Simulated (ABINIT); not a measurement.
Records of electronic-structure calculations.

```xyz
4
Lattice="1.467 0.847 4.367 -1.467 0.847 4.367 0.000 -1.694 4.367" Properties=species:S:1:pos:R:3 pbc="T T T" subject="Quasiparticle gap of LiHF2 (R-3m) in ABINIT" method="RPA screening on LDA, plane waves, norm-conserving pseudopotentials (and 2 further levels or steps)" program="ABINIT 10.8.3" settings="cutoff 36 Ha, PseudoDojo scalar-relativistic 0.4.1 standard, norm-conserving, ngkpt (4, 4, 4), nband 22, ecuteps 3.2 Ha, inclvkb 2, shiftk (0, 0, 0), symchi 1, awtr 1, frequency ppm, 4×4×4 k-mesh" cost="5 runs, 59 s in all on 4 MPI ranks of Arm Neoverse V1, shared host" notes="The program’s warnings: nkpt*nsppol () is not a multiple of nproc spkpt (). The cell and positions are those that the Materials Project relaxed with its own functionals (PBE, PBE+U or r2SCAN), kept fixed." lda_gap="8.10 eV, indirect" g0w0_gap_on_the_mesh="13.27 eV" gw_settings="4×4×4 mesh, 22 bands, screening to 87.1 eV, Godby-Needs plasmon pole" known_limits="short of the basis limit"
Li    0.000    0.000    0.000
H     0.000    0.000    6.550
F     0.000    0.000    5.414
F     0.000    0.000    7.686
```

[Long decimals in the printed logs are rounded to 6 places.]

[Logs are printed without paths, hosts, clocks, repeated set-up lines and the standing remarks that a program may print on its own settings, such as how far it seeks lower states.]

[Paths, hosts, dates, memory and timing lines, banners, echoed tables and standing remarks are left out of the program output; an Ansatz launch command may be rebuilt from the run's recorded settings. Measured values are a selection of at most five: reports struck by readers or far from the other reports are left out. None is set beside runs whose start may be inverted or whose files or cutoffs have a known fault.]

[Runs of the session that timed out or met a known fault of the program may be left out.]

[Hosts, paths, dates, database ids (printed as entryN), source tags and the programs' standing remarks are cut or masked in the printed files.]

[G0W0 gaps are taken among the corrected bands and points alone; a level outside them can change the order at an edge.]

[Where Ansatz stands beside ABINIT at settings called matched, ABINIT's density can come from a denser mesh and the files from another edition; pairs whose starting gaps differed by over 0.03 eV were left out, so agreement reads better than it is.]
